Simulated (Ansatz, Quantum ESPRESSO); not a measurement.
# Screening and band shifts of Al2SSe, 1 layer, part 3 of 6

How does Al2SSe, 1 layer respond to a gate-like field without added charge?

Quantum ESPRESSO 7.5; plane-wave DFT, PBE, GBRV ultrasoft pseudopotentials; geometry and cross-check by Ansatz 0.2.0 with PAW datasets.

So far. Step 3 (SCF with pw.x: no field): The run needed 12 iterations to bring the estimated error under 1e-09 Ry; the largest force on any atom, held or free, is 0.03 eV/Å. Step 4 (Electrostatic potential): The vacuum is flat to 0.1 meV/Å, so its level is well defined. Inside the slab the curve depends on the local part of the pseudopotentials; only the vacuum level has a meaning of its own.

## Step 5: Bands along a path: no field

A bands run reads the converged density and follows the path given under K_POINTS.

Input file f0.bands.in:

```
&control
  prefix = 'f0.bands'
  outdir = './out'
  pseudo_dir = './pseudo'
  calculation = 'bands'
  tefield = .true.
  dipfield = .true.
/
&system
  ibrav = 0
  nat = 4
  ntyp = 3
  ecutwfc = 40
  ecutrho = 200
  occupations = 'smearing'
  smearing = 'fd'
  degauss = 0.004
  edir = 3
  emaxpos = 0.97
  eopreg = 0.04
  eamp = 0.0
  nbnd = 15
/
&electrons
  conv_thr = 1e-07
  mixing_beta = 0.4
  electron_maxstep = 120
  mixing_mode = 'local-TF'
/
ATOMIC_SPECIES
  Se  78.9710  se_pbe_v1.uspp.F.UPF
  Al  26.9815  al_pbe_v1.uspp.F.UPF
  S   32.0600  s_pbe_v1.4.uspp.F.UPF
CELL_PARAMETERS angstrom
  3.67768374882588 -0.00000000000000 -0.00000000000000
  -1.83884187441294 3.18496755356840 -0.00000000000000
  -0.00000000000000 -0.00000000000000 21.45087501970000
ATOMIC_POSITIONS crystal
  Se  0.333333333333 0.666666666667 0.389503771012
  Al  -0.000000000000 -0.000000000000 0.445866151416
  Al  0.000000000000 -0.000000000000 0.566657190638
  S   0.333333333333 0.666666666667 0.614259252935
K_POINTS crystal_b
4
  0.0000000000 0.0000000000 0.0000000000 14
  0.5000000000 0.0000000000 0.0000000000 14
  0.3333333333 0.3333333333 0.0000000000 14
  0.0000000000 0.0000000000 0.0000000000 1
```

Started as:

```console
$ cp -r out/f0.save out/f0.bands.save
$ cp out/f0.xml out/f0.bands.xml
$ OMP_NUM_THREADS=1 mpirun -n 4 pw.x -nk 4 -in f0.bands.in > f0.bands.out
```

What it wrote:

```text
[banner, memory and clock lines left out]
Program PWSCF v.7.5 starts

          URL

     Presently no symmetry can be used with electric field

     Atomic positions and unit cell read from directory:
     ./out/f0.bands.save/

     G-vector sticks info

     bravais-lattice index     =            0
     lattice parameter (alat)  =       6.9498  a.u.
     unit-cell volume          =    1695.5906 (a.u.)^3
     number of atoms/cell      =            4
     number of atomic types    =            3
     number of electrons       =        18.00
     number of Kohn-Sham states=           15
     kinetic-energy cutoff     =      40.0000  Ry
     charge density cutoff     =     200.0000  Ry
     Exchange-correlation=  SLA  PW   PBX  PBC
                           (   1   4   3   4   0   0   0)

     celldm(1)=   6.949815  celldm(2)=   0.000000  celldm(3)=   0.000000
     celldm(4)=   0.000000  celldm(5)=   0.000000  celldm(6)=   0.000000

     crystal axes: (cart. coord. in units of alat)
               a(1) = (   1.000000  -0.000000  -0.000000 )
               a(2) = (  -0.500000   0.866025  -0.000000 )
               a(3) = (  -0.000000  -0.000000   5.832713 )

     reciprocal axes: (cart. coord. in units 2 pi/alat)
               b(1) = (  1.000000  0.577350  0.000000 )
               b(2) = (  0.000000  1.154701  0.000000 )
               b(3) = (  0.000000  0.000000  0.171447 )

     PseudoPot. # 1 for Se read from file:
     ./pseudo/se_pbe_v1.uspp.F.UPF
     Pseudo is Ultrasoft + core correction, Zval =  6.0
     Generated by new atomic code, or converted to UPF format
     Using radial grid of  877 points,  6 beta functions with:
                l(1) =   0
                l(2) =   0
                l(3) =   1
                l(4) =   1
                l(5) =   2
                l(6) =   2
     Q(r) pseudized with  8 coefficients,  rinner =    1.300   1.300   1.300
                                                       1.300   1.300

     PseudoPot. # 2 for Al read from file:
     ./pseudo/al_pbe_v1.uspp.F.UPF
     Pseudo is Ultrasoft + core correction, Zval =  3.0
     Generated by new atomic code, or converted to UPF format
     Using radial grid of  893 points,  3 beta functions with:
                l(1) =   0
                l(2) =   1
                l(3) =   2
     Q(r) pseudized with  8 coefficients,  rinner =    0.900   0.900   0.900
                                                       0.900   0.900

     PseudoPot. # 3 for S  read from file:
     ./pseudo/s_pbe_v1.4.uspp.F.UPF
     Pseudo is Ultrasoft + core correction, Zval =  6.0
     Generated by new atomic code, or converted to UPF format
     Using radial grid of  907 points,  6 beta functions with:
                l(1) =   0
                l(2) =   0
                l(3) =   1
                l(4) =   1
                l(5) =   2
                l(6) =   2
     Q(r) pseudized with  8 coefficients,  rinner =    1.300   1.300   1.300
                                                       1.300   1.300

     atomic species   valence    mass     pseudopotential
     Se                6.00    78.97100     Se( 1.00)
     Al                3.00    26.98150     Al( 1.00)
     S                 6.00    32.06000     S ( 1.00)

     No symmetry found

   Cartesian axes

     site n.     atom                  positions (alat units)
         1        Se     tau(   1) = (  -0.0000000   0.5773503   2.2718638  )
         2        Al     tau(   2) = (   0.0000000   0.0000000   2.6006094  )
         3        Al     tau(   3) = (   0.0000000  -0.0000000   3.3051489  )
         4        S      tau(   4) = (  -0.0000000   0.5773503   3.5827981  )

     number of k points=    43  Fermi-Dirac smearing, width (Ry)=  0.0040
                       cart. coord. in units 2pi/alat
        k(    1) = (   0.0000000   0.0000000   0.0000000), wk =   0.0465116
        k(    2) = (   0.0357143   0.0206197   0.0000000), wk =   0.0465116
        k(    3) = (   0.0714286   0.0412393   0.0000000), wk =   0.0465116
        k(    4) = (   0.1071429   0.0618590   0.0000000), wk =   0.0465116
        k(    5) = (   0.1428571   0.0824786   0.0000000), wk =   0.0465116
        k(    6) = (   0.1785714   0.1030983   0.0000000), wk =   0.0465116
        k(    7) = (   0.2142857   0.1237179   0.0000000), wk =   0.0465116
        k(    8) = (   0.2500000   0.1443376   0.0000000), wk =   0.0465116
        k(    9) = (   0.2857143   0.1649572   0.0000000), wk =   0.0465116
        k(   10) = (   0.3214286   0.1855769   0.0000000), wk =   0.0465116
        k(   11) = (   0.3571429   0.2061965   0.0000000), wk =   0.0465116
        k(   12) = (   0.3928571   0.2268162   0.0000000), wk =   0.0465116
        k(   13) = (   0.4285714   0.2474358   0.0000000), wk =   0.0465116
        k(   14) = (   0.4642857   0.2680555   0.0000000), wk =   0.0465116
        k(   15) = (   0.5000000   0.2886751   0.0000000), wk =   0.0465116
        k(   16) = (   0.4880952   0.3092948   0.0000000), wk =   0.0465116
        k(   17) = (   0.4761905   0.3299144   0.0000000), wk =   0.0465116
        k(   18) = (   0.4642857   0.3505341   0.0000000), wk =   0.0465116
        k(   19) = (   0.4523810   0.3711537   0.0000000), wk =   0.0465116
        k(   20) = (   0.4404762   0.3917734   0.0000000), wk =   0.0465116
        k(   21) = (   0.4285714   0.4123930   0.0000000), wk =   0.0465116
        k(   22) = (   0.4166667   0.4330127   0.0000000), wk =   0.0465116
        k(   23) = (   0.4047619   0.4536324   0.0000000), wk =   0.0465116
        k(   24) = (   0.3928571   0.4742520   0.0000000), wk =   0.0465116
        k(   25) = (   0.3809524   0.4948717   0.0000000), wk =   0.0465116
        k(   26) = (   0.3690476   0.5154913   0.0000000), wk =   0.0465116
        k(   27) = (   0.3571429   0.5361110   0.0000000), wk =   0.0465116
        k(   28) = (   0.3452381   0.5567306   0.0000000), wk =   0.0465116
        k(   29) = (   0.3333333   0.5773503   0.0000000), wk =   0.0465116
        k(   30) = (   0.3095238   0.5361110   0.0000000), wk =   0.0465116
        k(   31) = (   0.2857143   0.4948717   0.0000000), wk =   0.0465116
        k(   32) = (   0.2619048   0.4536324   0.0000000), wk =   0.0465116
        k(   33) = (   0.2380952   0.4123930   0.0000000), wk =   0.0465116
        k(   34) = (   0.2142857   0.3711537   0.0000000), wk =   0.0465116
        k(   35) = (   0.1904762   0.3299144   0.0000000), wk =   0.0465116
        k(   36) = (   0.1666667   0.2886751   0.0000000), wk =   0.0465116
        k(   37) = (   0.1428571   0.2474358   0.0000000), wk =   0.0465116
        k(   38) = (   0.1190476   0.2061965   0.0000000), wk =   0.0465116
[...]
-2.3392   1.2632   2.1111   2.6442   3.2114   3.2903   3.4367

          k = 0.1429 0.0825 0.0000 (  7196 PWs)   bands (ev):

   -15.2599 -15.1270  -7.3198  -5.3240  -4.7170  -4.0183  -3.8491  -2.8972
    -2.3043   1.4842   1.9420   2.8679   3.2521   3.3370   3.5385

          k = 0.1786 0.1031 0.0000 (  7200 PWs)   bands (ev):

   -15.1748 -15.0386  -7.2552  -5.4461  -4.9470  -4.2573  -4.1191  -3.0281
    -2.2809   1.4349   1.8264   3.0818   3.2176   3.4439   3.6717

          k = 0.2143 0.1237 0.0000 (  7216 PWs)   bands (ev):

   -15.0761 -14.9354  -7.2082  -5.7230  -5.1016  -4.5320  -4.2259  -3.1646
    -2.2754   1.1401   1.7987   3.0835   3.2144   3.5084   3.8460

          k = 0.2500 0.1443 0.0000 (  7208 PWs)   bands (ev):

   -14.9673 -14.8208  -7.2110  -6.0418  -5.3223  -4.5847  -4.3326  -3.2995
    -2.2968   0.8209   1.6998   2.9541   3.0886   3.5238   3.9696

          k = 0.2857 0.1650 0.0000 (  7228 PWs)   bands (ev):

   -14.8529 -14.6993  -7.2978  -6.3559  -5.4998  -4.5188  -4.4342  -3.4265
    -2.3548   0.5271   1.5585   2.7508   2.8738   3.4996   4.1639

          k = 0.3214 0.1856 0.0000 (  7238 PWs)   bands (ev):

   -14.7381 -14.5765  -7.4665  -6.6654  -5.5427  -4.5264  -4.4152  -3.5407
    -2.4570   0.2781   1.4106   2.5261   2.6397   3.4523   4.4235

          k = 0.3571 0.2062 0.0000 (  7238 PWs)   bands (ev):

   -14.6295 -14.4592  -7.6735  -6.9588  -5.4701  -4.6059  -4.3027  -3.6385
    -2.6028   0.0833   1.2761   2.2907   2.4497   3.3970   4.6249

          k = 0.3929 0.2268 0.0000 (  7246 PWs)   bands (ev):

   -14.5340 -14.3553  -7.8726  -7.2128  -5.3353  -4.6702  -4.1969  -3.7171
    -2.7790  -0.0565   1.1651   2.0698   2.3162   3.3447   4.7145

          k = 0.4286 0.2474 0.0000 (  7246 PWs)   bands (ev):

   -14.4590 -14.2730  -8.0332  -7.4078  -5.1857  -4.7173  -4.1096  -3.7746
    -2.9577  -0.1476   1.0830   1.8939   2.2290   3.3029   4.7514

          k = 0.4643 0.2681 0.0000 (  7238 PWs)   bands (ev):

   -14.4109 -14.2200  -8.1364  -7.5304  -5.0661  -4.7461  -4.0510  -3.8096
    -3.0974  -0.1981   1.0327   1.7813   2.1803   3.2762   4.7634

          k = 0.5000 0.2887 0.0000 (  7230 PWs)   bands (ev):

   -14.3943 -14.2017  -8.1720  -7.5721  -5.0195  -4.7558  -4.0300  -3.8214
    -3.1517  -0.2142   1.0157   1.7426   2.1648   3.2671   4.7658

          k = 0.4881 0.3093 0.0000 (  7233 PWs)   bands (ev):

   -14.3927 -14.2000  -8.1681  -7.5679  -5.0255  -4.7710  -4.0351  -3.8446
    -3.1491  -0.1957   1.0501   1.7505   2.1855   3.2290   4.7842

          k = 0.4762 0.3299 0.0000 (  7257 PWs)   bands (ev):

   -14.3881 -14.1949  -8.1566  -7.5554  -5.0506  -4.8076  -4.0628  -3.8977
    -3.1419  -0.1446   1.1482   1.7751   2.2493   3.1254   4.8325

          k = 0.4643 0.3505 0.0000 (  7265 PWs)   bands (ev):

   -14.3806 -14.1867  -8.1377  -7.5347  -5.1133  -4.8421  -4.1498  -3.9330
    -3.1313  -0.0726   1.2955   1.8210   2.3604   2.9796   4.8967

          k = 0.4524 0.3712 0.0000 (  7247 PWs)   bands (ev):

   -14.3705 -14.1755  -8.1116  -7.5061  -5.2233  -4.8597  -4.2937  -3.9374
    -3.1186   0.0049   1.4657   1.9009   2.5241   2.8153   4.9660

          k = 0.4405 0.3918 0.0000 (  7263 PWs)   bands (ev):

   -14.3580 -14.1617  -8.0790  -7.4701  -5.3684  -4.8734  -4.4558  -3.9281
    -3.1050   0.0718   1.6209   2.0389   2.6514   2.7433   5.0298

          k = 0.4286 0.4124 0.0000 (  7261 PWs)   bands (ev):

   -14.3437 -14.1460  -8.0405  -7.4273  -5.5330  -4.9200  -4.5885  -3.9126
    -3.0917   0.1159   1.7367   2.2466   2.5036   3.0130   4.9454

          k = 0.4167 0.4330 0.0000 (  7261 PWs)   bands (ev):

   -14.3281 -14.1287  -7.9974  -7.3789  -5.7055  -5.0422  -4.6419  -3.8937
    -3.0799   0.1308   1.8248   2.3729   2.5073   3.3209   4.7676

          k = 0.4048 0.4536 0.0000 (  7263 PWs)   bands (ev):

   -14.3118 -14.1107  -7.9511  -7.3261  -5.8767  -5.2132  -4.6366  -3.8728
    -3.0708   0.1170   1.9013   2.2788   2.7711   3.6393   4.6520

          k = 0.3929 0.4743 0.0000 (  7255 PWs)   bands (ev):

   -14.2956 -14.0928  -7.9036  -7.2711  -6.0391  -5.3918  -4.6087  -3.8510
    -3.0659   0.0803   1.9729   2.2109   3.0067   3.9201   4.6705

          k = 0.3810 0.4949 0.0000 (  7257 PWs)   bands (ev):

   -14.2803 -14.0758  -7.8578  -7.2168  -6.1855  -5.5581  -4.5730  -3.8296
    -3.0658   0.0305   2.0403   2.1678   3.1576   4.1439   4.8716

          k = 0.3690 0.5155 0.0000 (  7259 PWs)   bands (ev):

   -14.2668 -14.0608  -7.8172  -7.1672  -6.3088  -5.7006  -4.5364  -3.8097
    -3.0708  -0.0218   2.1002   2.1448   3.2011   4.3793   5.1568

          k = 0.3571 0.5361 0.0000 (  7257 PWs)   bands (ev):

   -14.2560 -14.0488  -7.7856  -7.1275  -6.4022  -5.8098  -4.5042  -3.7930
    -3.0793  -0.0670   2.1299   2.1538   3.1803   4.6391   5.3543

          k = 0.3452 0.5567 0.0000 (  7253 PWs)   bands (ev):

   -14.2488 -14.0409  -7.7663  -7.1025  -6.4600  -5.8779  -4.4812  -3.7813
    -3.0882  -0.0975   2.1291   2.1836   3.1481   4.8606   5.4295

          k = 0.3333 0.5774 0.0000 (  7263 PWs)   bands (ev):

   -14.2462 -14.0380  -7.7602  -7.0944  -6.4793  -5.9007  -4.4725  -3.7770
    -3.0925  -0.1083   2.1295   2.1936   3.1345   4.9481   5.4548

          k = 0.3095 0.5361 0.0000 (  7259 PWs)   bands (ev):

   -14.2581 -14.0512  -7.7751  -7.1138  -6.4100  -5.8194  -4.5145  -3.7973
    -3.0652  -0.0634   2.1178   2.1717   3.1853   4.7675   5.3876

          k = 0.2857 0.4949 0.0000 (  7265 PWs)   bands (ev):

   -14.2966 -14.0940  -7.7868  -7.1279  -6.2333  -5.6148  -4.6446  -3.8577
    -2.9734   0.0655   2.0767   2.1573   3.2801   4.5329   5.2016

          k = 0.2619 0.4536 0.0000 (  7283 PWs)   bands (ev):

   -14.3639 -14.1686  -7.7567  -7.0869  -5.9919  -5.3371  -4.8400  -3.9505
    -2.8323   0.2586   2.0490   2.1694   3.3253   4.3649   4.8568

          k = 0.2381 0.4124 0.0000 (  7289 PWs)   bands (ev):

   -14.4580 -14.2722  -7.6693  -6.9707  -5.7138  -5.0619  -5.0119  -4.0685
    -2.6718   0.4905   2.0542   2.2280   3.2897   4.1944   4.5408

          k = 0.2143 0.3712 0.0000 (  7281 PWs)   bands (ev):

   -14.5738 -14.3988  -7.5314  -6.7799  -5.4183  -5.2533  -4.6683  -4.2038
    -2.5193   0.7349   2.1082   2.3315   3.2275   3.9352   4.3215

          k = 0.1905 0.3299 0.0000 (  7271 PWs)   bands (ev):

   -14.7040 -14.5397  -7.3710  -6.5291  -5.3736  -5.1193  -4.3451  -4.3102
    -2.3950   0.9730   2.2228   2.4380   3.2003   3.6696   4.1482

          k = 0.1667 0.2887 0.0000 (  7265 PWs)   bands (ev):

   -14.8401 -14.6857  -7.2386  -6.2409  -5.3602  -4.8315  -4.4698  -3.9577
    -2.3107   1.2030   2.3469   2.5108   3.1959   3.5313   3.9703

          k = 0.1429 0.2474 0.0000 (  7223 PWs)   bands (ev):

   -14.9742 -14.8281  -7.1842  -5.9289  -5.2002  -4.5665  -4.5366  -3.6228
    -2.2684   1.4379   2.2929   2.6323   3.1567   3.5619   3.8694

          k = 0.1190 0.2062 0.0000 (  7225 PWs)   bands (ev):

   -15.0991 -14.9595  -7.2098  -5.6056  -5.0160  -4.4257  -4.3327  -3.3210
    -2.2622   1.6865   2.0871   2.7034   3.1701   3.5321   3.9238

          k = 0.0952 0.1650 0.0000 (  7195 PWs)   bands (ev):

   -15.2089 -15.0741  -7.2779  -5.3666  -4.8482  -4.1395  -4.0650  -3.0651
    -2.2825   1.7344   2.0307   2.6175   3.2436   3.4670   3.6895

          k = 0.0714 0.1237 0.0000 (  7183 PWs)   bands (ev):

   -15.2989 -15.1674  -7.3542  -5.3140  -4.5366  -3.9895  -3.5966  -2.8638
    -2.3198   1.4156   2.3031   2.4062   3.3063   3.3284   3.4945

          k = 0.0476 0.0825 0.0000 (  7179 PWs)   bands (ev):

   -15.3656 -15.2362  -7.4184  -5.3358  -4.1830  -3.8839  -3.1323  -2.7209
    -2.3671   1.0801   2.0614   2.6356   3.1456   3.2769   3.3823

          k = 0.0238 0.0412 0.0000 (  7147 PWs)   bands (ev):

   -15.4065 -15.2783  -7.4602  -5.3610  -3.9074  -3.8215  -2.7661  -2.6362
    -2.4186   0.8155   1.7740   2.8828   3.0276   3.2164   3.3085

          k = 0.0000 0.0000 0.0000 (  7131 PWs)   bands (ev):

   -15.4203 -15.2925  -7.4746  -5.3708  -3.8010  -3.8010  -2.6083  -2.6083
    -2.4563   0.7119   1.6561   2.9892   2.9892   3.1875   3.2771

     XML data file, pseudopotentials, collected wavefunctions

                                        0.00s GPU  (     929 calls)
[key lines of the parts left out:]
Dipole field         -0.0001 Ry au,
```

Elapsed: 25 s, on 4 MPI ranks of Intel Xeon Platinum 8488C (Sapphire Rapids), shared host; peak memory 0.36 GiB.

Read from the output:

| Property | Result |
| --- | --- |
| valence top, on the run's zero | -2.262 eV |
| gap by band count | 2.048 eV |

Band numbers count within the set of bands kept for display. The electronic bands at the labelled points (eV, zero at the highest filled level of the SCF mesh; v1 is the highest filled band, c1 the lowest empty one):

| point | v4 | v3 | v2 | v1 | c1 | c2 | c3 | c4 |
| --- | --- | --- | --- | --- | --- | --- | --- | --- |
| Γ | -1.54 | -0.34 | -0.34 | -0.19 | 2.98 | 3.92 | 5.25 | 5.25 |
| halfway | -2.32 | -2.07 | -1.03 | -0.03 | 3.09 | 3.96 | 5.22 | 5.35 |
| M | -2.49 | -1.76 | -1.56 | -0.89 | 2.05 | 3.28 | 4.01 | 4.43 |
| halfway | -2.78 | -2.38 | -1.63 | -0.81 | 2.40 | 4.09 | 4.64 | 4.77 |
| K | -3.64 | -2.21 | -1.51 | -0.83 | 2.16 | 4.39 | 4.46 | 5.40 |
| halfway | -2.57 | -2.20 | -1.69 | -0.05 | 3.47 | 4.61 | 4.78 | 5.46 |
| Γ | -1.54 | -0.34 | -0.34 | -0.19 | 2.98 | 3.92 | 5.25 | 5.25 |

Along this path the valence top lies between K and Γ and the conduction bottom at M.

## Step 6: SCF with pw.x: field 0.1 V/Å

eamp is the field in Hartree atomic units (1 a.u. = 51.42 V/Å). With dipfield on, it is the field in the vacuum beside an isolated sheet. The run starts from the density of the one before.

Input file f1.in:

```
&control
  prefix = 'f1'
  outdir = './out'
  pseudo_dir = './pseudo'
  calculation = 'scf'
  tprnfor = .true.
  tefield = .true.
  dipfield = .true.
/
&system
  ibrav = 0
  nat = 4
  ntyp = 3
  ecutwfc = 40
  ecutrho = 200
  occupations = 'smearing'
  smearing = 'fd'
  degauss = 0.004
  edir = 3
  emaxpos = 0.97
  eopreg = 0.04
  eamp = 0.00194469
/
&electrons
  conv_thr = 1e-09
  mixing_beta = 0.4
  electron_maxstep = 120
  mixing_mode = 'plain'
  startingpot = 'file'
/
ATOMIC_SPECIES
  Se  78.9710  se_pbe_v1.uspp.F.UPF
  Al  26.9815  al_pbe_v1.uspp.F.UPF
  S   32.0600  s_pbe_v1.4.uspp.F.UPF
CELL_PARAMETERS angstrom
  3.67768374882588 -0.00000000000000 -0.00000000000000
  -1.83884187441294 3.18496755356840 -0.00000000000000
  -0.00000000000000 -0.00000000000000 21.45087501970000
ATOMIC_POSITIONS crystal
  Se  0.333333333333 0.666666666667 0.389503771012
  Al  -0.000000000000 -0.000000000000 0.445866151416
  Al  0.000000000000 -0.000000000000 0.566657190638
  S   0.333333333333 0.666666666667 0.614259252935
K_POINTS automatic
  12 12 1 0 0 0
```

Started as:

```console
$ cp -r out/f0.save out/f1.save
$ OMP_NUM_THREADS=1 mpirun -n 4 pw.x -nk 4 -in f1.in > f1.out
```

What it wrote:

```text
[banner, memory and clock lines left out]
Program PWSCF v.7.5 starts
[...]
number of electrons       =        18.00
     number of Kohn-Sham states=           13
     kinetic-energy cutoff     =      40.0000  Ry
     charge density cutoff     =     200.0000  Ry
[...]
number of k points=    74  Fermi-Dirac smearing, width (Ry)=  0.0040
[...]
Dense  grid:    80943 G-vectors     FFT dimensions: (  32,  32, 192)
[...]
The initial density is read from file :
[...]
negative rho (up, down):  3.266E-04 0.000E+00
[...]
Starting wfcs are   16 randomized atomic wfcs
[...]
negative rho (up, down):  3.258E-04 0.000E+00
[...]
estimated scf accuracy    <       0.00581611 Ry
[...]
negative rho (up, down):  3.252E-04 0.000E+00
[...]
estimated scf accuracy    <       0.01864796 Ry
[...]
negative rho (up, down):  3.250E-04 0.000E+00
[...]
estimated scf accuracy    <       0.00001368 Ry
[...]
negative rho (up, down):  3.251E-04 0.000E+00
[...]
estimated scf accuracy    <       0.00000315 Ry
[...]
negative rho (up, down):  3.253E-04 0.000E+00
[...]
estimated scf accuracy    <       0.00000040 Ry
[...]
negative rho (up, down):  3.254E-04 0.000E+00
[...]
estimated scf accuracy    <       0.00000002 Ry
[...]
negative rho (up, down):  3.255E-04 0.000E+00
[...]
estimated scf accuracy    <       0.00000001 Ry
[...]
negative rho (up, down):  3.255E-04 0.000E+00
[...]
Computed dipole along edir(3) :
        Dipole                0.0704 Ry au,          0.1790 Debye
        Dipole field          0.0005 Ry au,
        E field amplitude [Ha a.u.]:  1.9447E-03
        Potential amp.        0.1107 Ry
        Total length         38.9148 bohr
[...]
the Fermi energy is    -1.1775 ev
!    total energy              =     -81.34717314 Ry
     estimated scf accuracy    <          3.9E-10 Ry
     smearing contrib. (-TS)   =      -0.00000000 Ry
     internal energy E=F+TS    =     -81.34717314 Ry
[...]
one-electron contribution =    -274.92467720 Ry
     hartree contribution      =     141.14059840 Ry
     xc contribution           =     -46.69361307 Ry
     ewald contribution        =      99.13075584 Ry
     electric field correction =      -0.00023712 Ry
     convergence has been achieved in   8 iterations
     negative rho (up, down):  3.255E-04 0.000E+00
[...]
Total force =     0.002517     Total SCF correction =     0.000038
[...]
```

Wall time 33 s (4 MPI ranks); peak memory 0.76 GiB.

Numbers from this step:

| Quantity | Value |
| --- | --- |
| free energy | -1106.7847 eV |
| Fermi energy | -1.177 eV |
| dipole along the normal | 0.03727 e·Å |
| valence top, on the run's zero | -2.253 eV |
| conduction bottom, on the run's zero | -0.1980 eV |
| gap by band count | 2.055 eV |

The dipole goes from -0.0050 to 0.0373 e Å, 0.4224 e Å per V/Å.

(Continued in part 4 of 6.)

[Logs are printed without paths, hosts, clocks, repeated set-up lines and the standing remarks that a program may print on its own settings, such as how far it seeks lower states.]

[Hosts, paths, dates, database ids (printed as entryN), source tags and the programs' standing remarks are cut or masked in the printed files.]

[Maps of the electrostatic potential energy from Ansatz leave out the sawtooth potential of an applied field or a dipole correction, so their vacuum need not be flat; planar profiles and work functions include it.]
